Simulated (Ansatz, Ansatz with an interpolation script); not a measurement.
Planning a run of Ansatz 0.2.0 on K2TeCl6 (Fm-3m). The input:

```yaml
crystal:
  lattice:
    - [0.0, 5.0699704141, 5.0699704141]
    - [5.0699704141, 0.0, 5.0699704141]
    - [5.0699704141, 5.0699704141, 0.0]
  atoms:
    - { symbol: K, position: [0.25, 0.25, 0.25] }
    - { symbol: K, position: [0.75, 0.75, 0.75] }
    - { symbol: Te, position: [0.0, 0.0, 0.0] }
    - { symbol: Cl, position: [0.25, 0.25, 0.75] }
    - { symbol: Cl, position: [0.75, 0.75, 0.25] }
    - { symbol: Cl, position: [0.25, 0.75, 0.25] }
    - { symbol: Cl, position: [0.25, 0.75, 0.75] }
    - { symbol: Cl, position: [0.75, 0.25, 0.75] }
    - { symbol: Cl, position: [0.75, 0.25, 0.25] }
kpoints:
  mp_grid: { grid: [4, 4, 4] }
  band_path:
    path:
      - [[0.0, 0.0, 0.0], [0.5, 0.0, 0.5], [0.625, 0.25, 0.625]]
      - [[0.375, 0.375, 0.75], [0.0, 0.0, 0.0], [0.5, 0.5, 0.5], [0.5, 0.25, 0.75], [0.5, 0.0, 0.5]]
    npoints: 10
hamiltonian:
  xc: hse06
  pseudopotentials: { kind: paw, azcp: { folder: soft_1 } }
scf:
  occupations: { method: fixed }
  n_extra_bands: 7
output:
  eigenvalues: true
  write_density: true
  write_potential: true
  elf: true
  volumetric_format: npy
```

The database entry behind the starting cell is an old determination (1935), so it need not match the best structure at ambient conditions.

```sh
ansatz run input.yaml --threads 2 --pin off --max-ram 92160MiB --backend cuda --events-out ev --progress --plain --runs-dir out --devices 1 --max-vram 13GiB
```

How long will it take on 1 × NVIDIA H100 80GB HBM3 (shared by 6 runs) with 2 threads of AMD EPYC 7R13 (Zen 3), shared host, and how much memory?

It took 4.2 min; on shared hardware allow 2.1 min to 8.4 min. Peak host memory was 1.5 GiB. The sizes that set the cost: 5029 plane waves a state, 8 irreducible k points and 14 SCF cycles.

Exact exchange couples every pair of k points and filled bands, so it costs far more than a semilocal run.

[Paths, hosts, dates, memory and timing lines, banners, echoed tables and standing remarks are left out of the program output.]

[Logs are printed without paths, hosts, clocks, repeated set-up lines and the standing remarks that a program may print on its own settings, such as how far it seeks lower states.]

[Runs of the session that timed out or met a known fault of the program may be left out.]

[Hosts, paths, dates, database ids (printed as entryN), source tags and the programs' standing remarks are cut or masked in the printed files.]
